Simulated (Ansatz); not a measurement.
# Squeezing and shearing random alloy of the diamond Si-C (dilute carbon) line, x = 0.0938 (64 atoms): runs compared

Aim: relax random alloy of the diamond Si-C (dilute carbon) line, x = 0.0938 (64 atoms), then change its volume and shape to read moduli from the stress.

Computed with Ansatz 0.2.0: Kohn-Sham DFT, PBE, PAW (set soft_2), plane waves.

## 1. The cell as built

The cell holds 64 atoms: 58 Si and 6 C. Its edges and angles: a = 10.581 Å, b = 10.581 Å, c = 10.581 Å, α = 90.0°, β = 90.0°, γ = 90.0°. It derives from Si (diamond Si-C (dilute carbon)) and C, repeated 2×2×2. Diamond Si-C (dilute carbon): 64 atoms, 6 of 64 Si sites given to C at random, cell and internal coordinates interpolated linearly between the end members (Vegard's rule); not relaxed, displaced by a Gaussian of 0.02 Å. Lattice constants are starting values near those of PBE.

What the set-up can't give: Only the Γ point is sampled.

## 2. The reference run

The reference is a single point at the end of the relaxation.

Every strained cell starts from the geometry of this run, and its atoms are relaxed with the cell held.

Its input, with most atom lines left out:

```yaml
crystal:
  lattice:
    - [10.56585, 0.00072, -0.00138]
    - [0.00072, 10.52968, -0.00212]
    - [-0.00138, -0.00212, 10.54903]
  atoms:
    - { symbol: Si, position: [0.01495, 0.99954, 0.00415] }
    - { symbol: Si, position: [0.15189, 0.10187, 0.1458] }
    - { symbol: Si, position: [0.00559, 0.24065, 0.25062] }
    - { symbol: Si, position: [0.12585, 0.36742, 0.38338] }
    - { symbol: C, position: [0.2711, 0.99994, 0.25265] }
    - { symbol: Si, position: [0.37431, 0.12448, 0.35398] }
    - { symbol: Si, position: [0.25618, 0.23834, 0.00478] }
    [... atom lines 8 to 64 left out ...]
kpoints:
  mp_grid: { grid: [1, 1, 1] }
hamiltonian:
  xc: pbe
scf:
  occupations: { method: fixed }
output:
  forces: true
  stress: true
  populations: true
  dos:
    method: { smearing: { sigma: 0.15 } }
    de: 0.1
    projected: { site_lists: { C: [C], Si: [Si] } }
  eigenvalues: true
  write_density: true
  write_potential: true
  volumetric_format: npy
```

| Property | Result |
| --- | --- |
| free energy per atom | -599.4860 eV/atom |
| r.m.s. force component | 0.00403 eV/Å |
| pressure | -0.004236 GPa |

Filled and empty levels are parted by 0.309 eV at Γ alone; the mesh holds the band edges only if they fold onto it, so the gap at this level can be narrower or closed, while semilocal functionals tend to narrow gaps against experiment.

## 3. The runs

Each row is one run, on 4 threads of Arm Neoverse V1, shared host. The free energy is the program's total, comparable only between runs with the same functional, potentials and atoms.

```
                                 run  atoms    outcome  ionic steps, all passes  free energy (eV)   time  host memory (GiB)
           Single point at the start     64  converged                        -        -38354.883  5.4 s               0.97
              Cell and atoms relaxed     64  converged                        9        -38367.103   38 s               0.98
Single point at the relaxed geometry     64  converged                        -        -38367.103  8.7 s                1.0
                         Volume -3 %     64  converged                        3        -38366.764   19 s                1.0
                         Volume +3 %     64  converged                        3        -38366.792   20 s                1.0
                         Volume -6 %     64  converged                        6        -38365.712   35 s               0.99
                         Volume +6 %     64  converged                        4        -38365.921   27 s                1.1
                        Volume -10 %     64  converged                        8        -38363.116   45 s               0.96
            Stretched by 1 % along x     64  converged                        2        -38367.041   12 s                1.0
           Compressed by 1 % along x     64  converged                        2        -38367.042   12 s                1.0
                Sheared by 2 % in xy     64  converged                        3        -38366.981   19 s                1.0
```

In some runs the program notes that the SCF threshold is loose for the stress.

## 4. Pressure against volume

Atoms are relaxed at each volume, in the scaled cell.

```
volume change (%)  volume (Å³/atom)  energy change (meV/atom)  pressure (GPa)  largest move on relaxing (Å)  bonds  gap (eV)
              -10            16.504                     62.30           11.42                          0.23    128               0.364
               -6            17.238                     21.74            6.54                          0.11    128                0.27
               -3            17.788                      5.30            3.16                          0.03    128               0.267
               +0            18.338                      0.00            0.00                             -    128               0.309
               +3            18.888                      4.86           -2.75                          0.02    128               0.339
               +6            19.438                     18.46           -5.11                          0.04    128               0.355
```

## 5. Uniaxial strain and shear

Stress (GPa, compression positive) less that of the relaxed cell, atoms relaxed:

```
                   strain      xx      yy      zz      xy  energy change (meV/atom)
 stretched by 1 % along x  -1.671  -0.669  -0.668   0.003                      0.96
compressed by 1 % along x   1.686   0.725   0.724  -0.004                      0.96
     sheared by 2 % in xy   0.016   0.023  -0.006  -1.673                      1.90
```

## 6. Findings

The bulk modulus, from the slope of pressure against ln V over the three points nearest the relaxed volume, is 98.5 GPa; a quadratic over all points gives a pressure derivative of about 2.3. The gap goes from 0.364 eV at the smallest volume to 0.355 eV at the largest, not monotonically (lowest 0.267, highest 0.364 eV), on the run's k-points. In the Cartesian axes of the cell, finite differences give C11 = 168, C12 = 69.7, C13 = 69.6 and C66 = 83.6 GPa (the shear of 2 % is the engineering strain, εxy = 0.01). The mean of C11, C12 and C13, which equals the bulk modulus in a cubic or isotropic solid, is 102 GPa: it agrees with the bulk modulus within 10 %.

**Limits.** Strains are finite and relaxations stop at the force tolerance of the input, which can leave moduli too stiff; they are those of a static cell at zero temperature. Volumes are changed with the cell's shape held, so in an anisotropic solid the modulus lies over the one under free hydrostatic load. The program notes that the SCF threshold of the relaxations is loose for the stress. The host structure and its lattice constant were typed by rule, without a check against the phase diagram.

The DFT runs together took 4 min of wall time.

[Logs are printed without paths, hosts, clocks, repeated set-up lines and the standing remarks that a program may print on its own settings, such as how far it seeks lower states.]

[Hosts, paths, dates, database ids (printed as entryN), source tags and the programs' standing remarks are cut or masked in the printed files.]
